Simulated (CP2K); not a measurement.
Consider vinyl acetate at its PBE geometry (Å).

```xyz
12

C     2.1332   -0.5027   -0.0324
C     0.7056   -0.1869   -0.3934
O     0.2467   -0.1383   -1.5156
O    -0.0241    0.0429    0.7579
C    -1.3837    0.3560    0.7595
C    -2.2291    0.5209   -0.2611
H     2.1732   -1.4032    0.5950
H     2.7090   -0.6606   -0.9480
H     2.5685    0.3194    0.5506
H    -1.6945    0.4602    1.7983
H    -1.9457    0.4239   -1.3018
H    -3.2592    0.7684   -0.0089
```

Method: CP2K XAS_TDP, all-electron GAPW, PBEh(45%), aug-cc-pVDZ, TDA, GW2X-corrected core level, no relativity.

Q: Where do the C K-edge lines lie, and how strong are they?

Leading lines: C1 291.62 eV, C2 290.17 eV, C5 288.97 eV and C6 287.23 eV. The leading line of an atom is its first one with 35 % of the strongest within 2.5 eV of its lowest line over the strength cut. Core ionisation energies at this level: C2 296.71, C5 293.96, C1 292.95 and C6 292.01 eV.

The first six lines of each atom with a strength over 0.0015:

```
                     atom  energy (eV)  states  strength, one atom  above the computed threshold
 C1 (bonded to C and 3 H)       290.73       1              0.0047                              
                                291.62       1              0.0230                              
                                291.69       1              0.0215                              
                                292.73       1              0.0082                              
                                293.21       1              0.0154                           yes
                                293.52       1              0.0059                           yes
 C2 (bonded to C and 2 O)       290.17       1              0.0742                              
                                295.85       1              0.0048                              
                                296.06       1              0.0112                              
                                296.29       1              0.0153                              
                                296.41       1              0.0032                              
                                296.66       1              0.0073                              
C5 (bonded to C, O and H)       288.97       1              0.0555                              
                                291.77       1              0.0244                              
                                292.37       1              0.0029                              
                                292.73       1              0.0148                              
                                293.06       1              0.0134                              
                                294.30       1              0.0017                           yes
 C6 (bonded to C and 2 H)       287.23       1              0.0476                              
                                290.17       1              0.0081                              
                                290.95       1              0.0063                              
                                290.97       1              0.0015                              
                                291.07       1              0.0029                              
                                291.63       1              0.0038
```

Lines are vertical, at one geometry, with no vibrational structure. GW2X ionisation energies and lines can be off by 1 to 2 eV either way, and a good line position may hide errors that cancel. These values hold no scalar relativity, about 0.1 eV for C 1s. Rydberg lines, and the discretised continuum above threshold, depend on the basis and the box.

[Banner, clock and machine lines of the logs are left out without a mark of their own.]

[Logs are printed without paths, hosts, clocks, repeated set-up lines and the standing remarks that a program may print on its own settings, such as how far it seeks lower states.]

[Hosts, paths, dates, database ids (printed as entryN), source tags and the programs' standing remarks are cut or masked in the printed files.]
